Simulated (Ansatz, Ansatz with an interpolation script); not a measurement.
# G0W0 band structure of WS2 (Tungstenite)

Wanted: quasiparticle gap and band widths of WS2 (Tungstenite) over the whole zone.

Calculated with Ansatz 0.2.0; LDA, Wannier functions and G0W0, plane waves, PAW.

The database entry behind the starting cell differs from later determinations by our own check (an axis about 1.4 % long against later determinations), so it need not match the best structure at ambient conditions.

## (1) The starting structure

It takes space group P6_3/mmc (No. 194, hexagonal). Conventional cell: a = 3.180 Å, b = 3.180 Å, c = 12.500 Å, α = 90.00°, β = 90.00°, γ = 120.00°. Nearest to W lie 6 S at 2.41 Å. Nearest to S lie 3 W at 2.41 Å. Farther neighbours and most contacts between anions are not listed.

The cell and positions come from the Crystallography Open Database and are kept as given unless a step says otherwise. Spin-orbit coupling is left out unless a step names it.

## (2) LDA bands

The cheap functional maps the bands first; the places of the edges decide which points the dearer methods must see.

This step: DFT, LDA, plane waves, PAW; PAW set soft_1.

File input.yaml:

```yaml
crystal:
  lattice:
    - [3.18, 0.0, 0.0]
    - [-1.59, 2.753960784, 0.0]
    - [0.0, 0.0, 12.5]
  atoms:
    - { symbol: W, position: [0.3333333333, 0.6666666667, 0.25] }
    - { symbol: W, position: [0.6666666667, 0.3333333333, 0.75] }
    - { symbol: S, position: [0.3333333333, 0.6666666667, 0.625] }
    - { symbol: S, position: [0.6666666667, 0.3333333333, 0.125] }
    - { symbol: S, position: [0.3333333333, 0.6666666667, 0.875] }
    - { symbol: S, position: [0.6666666667, 0.3333333333, 0.375] }
kpoints:
  mp_grid: { grid: [6, 6, 2] }
  band_path:
    path:
      - [[0.0, 0.0, 0.0], [0.5, 0.0, 0.0], [0.33333333, 0.33333333, 0.0], [0.0, 0.0, 0.0], [0.0, 0.0, 0.5], [0.5, 0.0, 0.5], [0.33333333, 0.33333333, 0.5], [0.0, 0.0, 0.5]]
      - [[0.5, 0.0, 0.5], [0.5, 0.0, 0.0]]
      - [[0.33333333, 0.33333333, 0.5], [0.33333333, 0.33333333, 0.0]]
    npoints: 10
hamiltonian:
  xc: lda
  pseudopotentials: { kind: paw, azcp: { folder: soft_1 }, xc_functional: pbe }
scf:
  occupations: { method: fermi_dirac, width: 0.02 }
  n_extra_bands: 58
output:
  eigenvalues: true
  forces: true
  stress: true
  fatbands: true
  write_density: true
  write_potential: true
  elf: true
  volumetric_format: npy
```

Launch:

```bash
$ ansatz run input.yaml --threads 3 --pin off --max-ram 92160MiB --backend cuda --events-out ev --progress --plain --runs-dir out --devices 1 --max-vram 13GiB
```

Numbers of over 12 decimals in the logs are rounded to 6 here.

Output:

```text
scf.n_extra_bands = 58 over 26 filled bands (N_el = 52.0): the run solves 84 bands
GPUs: using 1 of 1 available (devices: 1).
Engine: ansatz 0.2.0, x86_64-unknown-linux-gnu
Pseudopotentials: kind: paw
Pseudopotential: W, paw, valence charge 14, recommended cutoff 420 eV (normal), soft_1/W.paw.azcp
Pseudopotential: S, paw, valence charge 6, recommended cutoff 420 eV (normal), soft_1/S.paw.azcp
Functional definition: SPW92
  exchange = slater_x
  correlation = pw_c
device memory: the entry about to start is reckoned to put 4.6 GiB on a device that reports 71.6 GiB free (of which the cap on the GPU budget leaves the run 13.0 GiB)
GPU FFT provider: cuFFT
GPU libraries: cuBLAS 13.8.2, cuFFT 12.4.0, cuSOLVER 12.3.4
Crystal: 6 atoms, lattice volume = 109.470 Å³
Basis set: ecut = 420 eV, 2129 PW (Γ)
Bands: 84, of which v1, the nominal top of the filled ones, is band 26 counted from 1 (25 counted from 0)
Symmetry: 24 space group operations
Space group: P63/mmc (ITA 194), of the structure as read, at distance tolerance 4.8e-5 Å
k-points: 14 of 72
Non-local potential: W, projectors of the file, l = 0: 3, l = 1: 2, l = 2: 2, l = 3: 1
Non-local potential: S, projectors of the file, l = 0: 2, l = 1: 2, l = 2: 1
PAW form: soft (Blöchl's): semilocal exchange-correlation on the pseudo side does not see the compensation charge
PAW frozen core: W, regenerated for the run's functional, and the local potential with it (the file was generated under x = pbe(κ = 0.804, μ = 0.219515), c = pbe(β = 0.066725))
PAW frozen core: S, regenerated for the run's functional, and the local potential with it (the file was generated under x = pbe(κ = 0.804, μ = 0.219515), c = pbe(β = 0.066725))
PAW one-centre angular grid: W, 590 points (default); XC on 64 Gauss nodes
PAW one-centre angular grid: S, 110 points (default); XC on 64 Gauss nodes
Initial density: superposition of atomic densities (chi_scale 0.1, normalization cell, long waves kept (reshape's long-wave potential 0.03 eV rms))
Initial wavefunctions: pseudopotential atomic-orbital guess
GPU buffer pool allocated for 51840 grid points (all kernels)
GPU transforms: local potential and band sums: pruned to the plane-wave sphere, on 24×24×90
Functional: x = slater, c = lda
SCF iter   1: F=—  HF=-23745.906866 eV  |F-HF|=—  |Δ(HF+E_count)|=         —  Δρ=3.93e-2  dr2=3.01e0  ethr=3.10e-3  ⟨swp⟩=6.3  Hψ=6074  notcnv=0  defer=211
preconditioner: auto → Resta (q_TF=auto, 2.410 Å⁻¹)  ε∞=1.9  [insulator: Δε(μ)=0.775 eV  Ē_g=21.947 eV  σ=0.020 eV  W_gap=1.00  n_scr=26 (ndim 8)  ℏωp=21.3 eV  f_vac=0.004  D(μ)=0.00/eV (n_scr^D=0)  ε∞_Penn≈1.9]
SCF iter   2: F=—  HF=-23745.054967 eV  |F-HF|=—  |Δ(HF+E_count)|=   8.52e-1  Δρ=1.77e-2  dr2=2.73e-1  ethr=3.10e-3  ⟨swp⟩=2.0  Hψ=1463  notcnv=0  defer=685
SCF iter   3: F=—  HF=-23744.972125 eV  |F-HF|=—  |Δ(HF+E_count)|=   8.28e-2  Δρ=5.30e-3  dr2=2.26e-2  ethr=5.25e-4  ⟨swp⟩=2.0  Hψ=772  notcnv=0  defer=704
SCF iter   4: F=—  HF=-23744.967140 eV  |F-HF|=—  |Δ(HF+E_count)|=   4.99e-3  Δρ=5.94e-4  dr2=4.42e-4  ethr=4.34e-5  ⟨swp⟩=2.6  Hψ=798  notcnv=0  defer=704
SCF iter   5: F=—  HF=-23744.967127 eV  |F-HF|=—  |Δ(HF+E_count)|=   1.31e-5  Δρ=1.13e-4  dr2=2.27e-5  ethr=8.50e-7  ⟨swp⟩=2.2  Hψ=764  notcnv=0  defer=704
SCF iter   6: F=—  HF=-23744.967226 eV  |F-HF|=—  |Δ(HF+E_count)|=   9.97e-5  Δρ=8.75e-6  dr2=7.98e-8  ethr=1.92e-10  ⟨swp⟩=20.3  Hψ=12267  notcnv=0
SCF iter   7: F=-23744.967226 eV  HF=-23744.967226 eV  |F-HF|=6.04e-10  |Δ(HF+E_count)|=   3.53e-8  Δρ=1.37e-6  dr2=2.21e-9  ethr=1.53e-10  ⟨swp⟩=9.1  Hψ=4477  notcnv=0
SCF 1 converged in 7 iterations: F = -23744.967226 eV  dr2 = 2.21e-9
[...]
device memory: the entry about to start is reckoned to put 3.7 GiB on a device that reports 71.6 GiB free (of which the cap on the GPU budget leaves the run 13.0 GiB)
NSCF: frozen V_eff on 93 k-points
SCF converged after 7 iterations
Free energy (F): -23744.967226 eV
Harris-Foulkes:  -23744.967226 eV  (|F-HF|=6.04e-10)
Internal energy: -23744.967226 eV  (E = F + TS)
E sigma→0 (E₀):  -23744.967226 eV
Fermi energy:    11.407896 eV
--- Per-component energies (eV) ---
  E_band       = -411.404891
  E_kinetic    = 1269.656506
  E_local      = -3566.618403  (includes V_loc(G=0)·N_el)
  E_nonlocal   = 103.587829
  E_hartree    = 1476.540386
  E_xc         = -885.224324
  E_vxc        = -795.771955  (∫ρ·V_xc dr)
  E_paw        = -18956.325701  (= ΣΔE_a)
  E_vpaw       = -375.337895  (= ΣTr[D̂ρ^β])
  E_aug_tail   = 0.000307  (compensation charges beyond the density's cutoff)
  E_ewald      = -3187.763116
  E_core_change = 1.179289  (= ΣΔE_core)
  E_smearing   = -0.000000  (= −TS)
  E_closure    = 0.000000  (closes the sum)
  Σ components = -23744.967226   (vs F -23744.967226, Δ=0.00e0)
--- Forces (eV/Å), atoms counted from 1 ---
  atom   1  W     -0.00000000     0.00000000    -0.00000000
  atom   2  W     -0.00000000    -0.00000000     0.00000000
  atom   3  S     -0.00000000     0.00000000     0.34982504
  atom   4  S     -0.00000000    -0.00000000     0.34982504
  atom   5  S     -0.00000000     0.00000000    -0.34982504
  atom   6  S      0.00000000    -0.00000000    -0.34982504
  max |Σ_I F_I| component: 2.78e-17 eV/Å
--- Stress (GPa, compression-positive) ---
       -6.231435       0.000000      -0.000000
        0.000000      -6.231435      -0.000000
       -0.000000      -0.000000      -4.312268
  P = ⅓ Tr σ = -5.5917 GPa (-55.917 kbar)
--- Band table (eV; the first three rows and the last of 14) ---
  k-point 0: bands = [... 22 lower, 8.6804, 9.4215, 9.7934, 10.9400, 13.1679, 13.1679, 13.1757, 13.1757, ... 54 higher]
  k-point 1: bands = [... 22 lower, 8.6592, 8.6592, 10.6342, 10.6342, 13.1651, 13.1651, 13.1651, 13.1651, ... 54 higher]
  k-point 2: bands = [... 22 lower, 8.6451, 9.5129, 9.7333, 10.1259, 12.4627, 12.9255, 12.9845, 13.1234, ... 54 higher]
  k-point 13: bands = [... 22 lower, 7.9425, 7.9425, 10.2569, 10.2569, 12.0702, 12.0702, 13.4999, 13.4999, ... 54 higher]
```

The job ended after 12 s (1 × NVIDIA H100 80GB HBM3 (shared by 6 runs) with 3 threads of AMD EPYC 7R13 (Zen 3), shared host; peak memory 0.97 GiB).

Numbers from this step:

| Item | Value |
| --- | --- |
| pressure | -5.592 GPa |
| filled bands | 26 |
| gap | 0.9716 eV |
| valence top at | Γ |
| conduction bottom at | k = (0.167, 0.167, 0.000) |
| least direct gap | 1.715 eV |

The gap is indirect, with the least direct gap 0.74 eV higher. The pressure of -6 GPa says that this functional would shrink the cell; it is kept.

Electrostatic potential energy in the ac plane at fractional y = 0.333, with atoms of W and S within 0.2 Å of it. With pseudopotentials it is smooth inside the atoms' cores, unlike the true potential.

Ten even steps from '0' (-35 eV) to '9' (16 eV), each cell a mean:
```
9999999999999999
9988999999999999
8877788999999999
8877888888777888
8888887532112357
7888875200000014
7889875300000025
8888888764444567
8777788899888998
8887889999999999
9999999999999999
9999999999999999
9999999999999999
9999998864334578
8999987400120036
8899987520000147
8777778876666788
7555567888888887
7655667888888888
8888888754333578
8999987400110036
8999998520110147
9999999887666789
9999999999999999
```
Columns run along a (3.2 Å; values clipped at the 3rd and 97th percentile), rows up along c (12.5 Å). Atoms in or near the plane, at fractional coordinates: W at (0.67, 0.75), S at (0.67, 0.12), S at (0.67, 0.38).

ELF in the ac plane at fractional y = 0.333, with atoms of W and S within 0.2 Å of it. It is the smooth field of the valence electrons, not physical close to the nuclei.

Ten even steps from '_' (0.03) to '@' (0.93), each cell a mean:
```
..::------::..__________________
++########**==::..__________::==
####%%%%####**==--........::==**
**##########++==--::::::::::--++
--==++++==--::::==++****++==--::
::::----::..--++##++--::++##**==
::::------::::==****++++****++--
==********++--::----======--::--
############**++--::::..::::==**
####%%%%####**==::..____....--++
==********++--..____________..::
____......________........______
..________..--++**%%%%%%%%##++--
**::____..==##@@@@@@@@@@@@@@@@%%
##==....--**%%%%##--....::**%%%%
**==::..--**%%%%##==::::--##%%%%
--........::==****##******##**++
::::------::::::::::::::::::::..
::::::::::::::----==========--::
==::....::==**##%%##****##%%%%##
##==::..--**%%%%##::____..++%%%%
##--..__::**%%@@%%**====++##@@%%
==..______--**%%@@@@@@@@@@@@%%##
____________..::==++****++==--..
```
Columns run along a (3.2 Å), rows up along c (12.5 Å). Atoms in or near the plane, at fractional coordinates: W at (0.67, 0.75), S at (0.67, 0.12), S at (0.67, 0.38).

## (3) Wannier functions (S:3p W:5d) on 12×12×4

Localised functions give a small Hamiltonian that interpolates between mesh points at no cost.

This step: maximally localised Wannier functions, LDA, plane waves, PAW; PAW set soft_1.

input.yaml, the sections that differ from step 2:

```yaml
kpoints:
  mp_grid: { grid: [6, 6, 2] }
scf:
  occupations: { method: fixed }
  n_extra_bands: 58
output:
  wannier:
    kmesh: [12, 12, 4]
    projections: [{ species: S, l: p, shell: 3 }, { species: W, l: d, shell: 5 }]
    minimise: true
    write_hr: true
    seedname: w
    conv_tol: 1.0e-06
    max_iter: 20000
    stability_check: false
    disentanglement:
      window: [3.31, 16.87]
      frozen_window: [3.31, 13.21]
      conv_tol: 1.0e-08
# crystal, hamiltonian: as in step 2
```

Output:

```text
[...]
GPUs: using 1 of 1 available (devices: 1).
[...]
GPU FFT provider: cuFFT
GPU libraries: cuBLAS 13.8.2, cuFFT 12.4.0, cuSOLVER 12.3.4
Crystal: 6 atoms, lattice volume = 109.470 Å³
Basis set: ecut = 420 eV, 2129 PW (Γ)
Bands: 84, of which v1, the nominal top of the filled ones, is band 26 counted from 1 (25 counted from 0)
Symmetry: 24 space group operations
[...]
k-points: 14 of 72
[...]
GPU buffer pool allocated for 51840 grid points (all kernels)
[...]
SCF iter   1: F=—  HF=-23745.906191 eV  |F-HF|=—  |Δ(HF+E_count)|=         —  Δρ=3.93e-2  dr2=3.02e0  ethr=3.10e-3  ⟨swp⟩=4.8  Hψ=4318  notcnv=0  defer=760
[...]
SCF iter   8: F=-23744.967226 eV  HF=-23744.967226 eV  |F-HF|=2.26e-9  |Δ(HF+E_count)|=   9.68e-8  Δρ=2.09e-6  dr2=3.94e-9  ethr=1.92e-10  ⟨swp⟩=12.7  Hψ=8747  notcnv=0
SCF 1 converged in 8 iterations: F = -23744.967226 eV  dr2 = 3.94e-9
[...]
NSCF: frozen V_eff on 14 k-points
the band table was solved once the SCF had ended and its energy, with any forces and stress, was formed, with the checks that follow a solve (4523 applications of the Hamiltonian). They found nothing against the state; the energy, forces and stress were not computed again (output.eigenvalues in the input reference)
[...]
the Wannier pass solved 61 of the 576 points of its mesh, and has the states at the others by symmetry: states obtained by the crystal's operations at points that were solved too leave a residual of 3.66e-13 eV (read by the count's bands and the next), within 6.67e-6 eV
SCF converged after 8 iterations
Free energy (F): -23744.967226 eV
[...]
Internal energy: -23744.967226 eV  (E = F + TS)
E sigma→0 (E₀):  -23744.967226 eV
Fermi energy:    10.940033 eV
[...]
--- Band table (eV; the first three rows and the last of 14) ---
  k-point 0: bands = [... 22 lower, 8.6804, 9.4215, 9.7934, 10.9400, 13.1679, 13.1679, 13.1757, 13.1757, ... 54 higher]
  k-point 1: bands = [... 22 lower, 8.6592, 8.6592, 10.6342, 10.6342, 13.1651, 13.1651, 13.1651, 13.1651, ... 54 higher]
  k-point 2: bands = [... 22 lower, 8.6451, 9.5129, 9.7333, 10.1259, 12.4627, 12.9256, 12.9845, 13.1234, ... 54 higher]
  k-point 13: bands = [... 22 lower, 7.9425, 7.9425, 10.2569, 10.2569, 12.0702, 12.0702, 13.4999, 13.4999, ... 54 higher]
Wannier search: line search 1 of at most 20000: gauge-dependent spread (as the search counts it) 3.7743033 Å², largest recent change 1.8e-1 Å² against conv_tol 1.0e-6 Å², 0 stops escaped
[...]
```

Run time: 66 s. Hardware: 1 × NVIDIA H100 80GB HBM3 (shared by 6 runs) with 3 threads; peak memory 1.5 GiB.

This step gave:

| Property | Result |
| --- | --- |
| gauge-invariant spread | 41.27 Å² |
| diagonal spread | 0.09955 Å² |
| off-diagonal spread | 3.075 Å² |
| total spread | 44.45 Å² |
| least projectability | 0.4311 |
| localisation steps | 2666 |
| disentanglement steps | 57 |
| r.m.s. interpolation error | 3.47e-4 eV |
| r.m.s. error near the gap | 5.55e-4 eV |

Near the gap the model misses directly solved bands by 0.6 meV r.m.s. and by 4 meV at most in the window tested. This tests the starting bands, not the corrections carried with them.

Wannier functions, by row:

```
function  x (Å)  y (Å)  z (Å)  spread (Å²)  nearest atom  distance (Å)
       1      0  1.815  7.719        1.977            S3         0.096
       2      0  1.809  7.872        1.844            S3         0.066
       3      0  1.883   7.87        1.847            S3         0.074
       4   1.59  0.938  1.469        1.977            S4         0.096
       5   1.59  0.945  1.622        1.844            S4         0.066
       6   1.59  0.871   1.62        1.847            S4         0.074
       7      0  1.815  11.03        1.977            S5         0.096
       8      0  1.809  10.88        1.844            S5         0.066
       9      0  1.883  10.88        1.847            S5         0.074
      10   1.59  0.938  4.781        1.977            S6         0.096
      11   1.59  0.945  4.628        1.844            S6         0.066
      12   1.59  0.871   4.63        1.847            S6         0.074
      13      0  1.843  3.125         1.88            W1         0.007
      14      0  1.785  3.125        2.422            W1         0.051
      15      0  1.888  3.125        2.421            W1         0.052
      16      0  1.688  3.125        2.077            W1         0.148
      17      0  1.974  3.125        2.087            W1         0.138
      18   1.59  0.911  9.375         1.88            W2         0.007
      19   1.59  0.969  9.375        2.422            W2         0.051
      20   1.59  0.866  9.375        2.421            W2         0.052
      21   1.59  1.066  9.375        2.077            W2         0.148
      22   1.59   0.78  9.375        2.087            W2         0.138
```

Frozen up to 2.27 eV; above it the model need not follow the bands. The electronic bands at the labelled points (eV, zero at the valence-band top):

| point | band 23 | band 24 | band 25 | band 26 | band 27 | band 28 | band 29 | band 30 |
| --- | --- | --- | --- | --- | --- | --- | --- | --- |
| Γ | -2.26 | -1.52 | -1.15 | 0.00 | 2.23 | 2.23 | 2.24 | 2.24 |
| halfway | -2.55 | -1.82 | -1.58 | -1.46 | 1.32 | 1.81 | 2.00 | 2.24 |
| M | -1.97 | -1.81 | -1.66 | -1.50 | 2.15 | 2.19 | 2.52 | 2.73 |
| halfway | -2.89 | -2.55 | -1.22 | -0.99 | 1.81 | 1.89 | 2.69 | 2.80 |
| K | -2.86 | -2.86 | -0.76 | -0.59 | 1.13 | 1.13 | 2.07 | 3.21 |
| halfway | -2.06 | -1.77 | -1.54 | -1.51 | 0.97 | 1.76 | 1.99 | 2.07 |
| Γ | -2.26 | -1.52 | -1.15 | 0.00 | 2.23 | 2.23 | 2.24 | 2.24 |
| halfway | -2.27 | -2.08 | -0.71 | -0.07 | 2.23 | 2.23 | 2.23 | 2.23 |
| A | -2.28 | -2.28 | -0.31 | -0.31 | 2.23 | 2.23 | 2.23 | 2.23 |
| halfway | -2.27 | -2.27 | -1.48 | -1.48 | 1.71 | 1.71 | 1.90 | 1.90 |
| L | -1.89 | -1.89 | -1.56 | -1.56 | 2.17 | 2.17 | 2.64 | 2.64 |
| halfway | -2.78 | -2.78 | -1.10 | -1.10 | 1.85 | 1.85 | 2.76 | 2.76 |
| H | -3.00 | -3.00 | -0.68 | -0.68 | 1.13 | 1.13 | 2.56 | 2.56 |
| halfway | -1.97 | -1.97 | -1.52 | -1.52 | 1.34 | 1.34 | 2.10 | 2.10 |
| A | -2.28 | -2.28 | -0.31 | -0.31 | 2.23 | 2.23 | 2.23 | 2.23 |
| jump to L | -1.89 | -1.89 | -1.56 | -1.56 | 2.17 | 2.17 | 2.64 | 2.64 |
| halfway | -1.95 | -1.83 | -1.63 | -1.51 | 2.16 | 2.18 | 2.56 | 2.71 |
| M | -1.97 | -1.81 | -1.66 | -1.50 | 2.15 | 2.19 | 2.52 | 2.73 |
| jump to H | -3.00 | -3.00 | -0.68 | -0.68 | 1.13 | 1.13 | 2.56 | 2.56 |
| halfway | -2.92 | -2.92 | -0.74 | -0.62 | 1.13 | 1.13 | 2.20 | 3.00 |
| K | -2.86 | -2.86 | -0.76 | -0.59 | 1.13 | 1.13 | 2.07 | 3.21 |

The same for Kohn-Sham, solved directly:

```
point  band 23  band 24  band 25  band 26  band 27  band 28  band 29  band 30
    Γ    -2.26    -1.52    -1.15     0.00     2.23     2.23     2.24     2.24
    M    -1.97    -1.81    -1.66    -1.50     2.15     2.19     2.49     2.73
    K    -2.86    -2.86    -0.76    -0.59     1.13     1.13     2.07     3.21
    Γ    -2.26    -1.52    -1.15     0.00     2.23     2.23     2.24     2.24
    A    -2.28    -2.28    -0.31    -0.31     2.23     2.23     2.23     2.23
    L    -1.89    -1.89    -1.56    -1.56     2.17     2.17     2.63     2.63
    H    -3.00    -3.00    -0.68    -0.68     1.13     1.13     2.56     2.56
    A    -2.28    -2.28    -0.31    -0.31     2.23     2.23     2.23     2.23
    L    -1.89    -1.89    -1.56    -1.56     2.17     2.17     2.63     2.63
    M    -1.97    -1.81    -1.66    -1.50     2.15     2.19     2.49     2.73
    H    -3.00    -3.00    -0.68    -0.68     1.13     1.13     2.56     2.56
    K    -2.86    -2.86    -0.76    -0.59     1.13     1.13     2.07     3.21
```

(Part 1 of 2 ends here.)

[Paths, hosts, dates, memory and timing lines, banners, echoed tables and standing remarks are left out of the program output.]

[Logs are printed without paths, hosts, clocks, repeated set-up lines and the standing remarks that a program may print on its own settings, such as how far it seeks lower states.]

[Runs of the session that timed out or met a known fault of the program may be left out.]

[Hosts, paths, dates, database ids (printed as entryN), source tags and the programs' standing remarks are cut or masked in the printed files.]
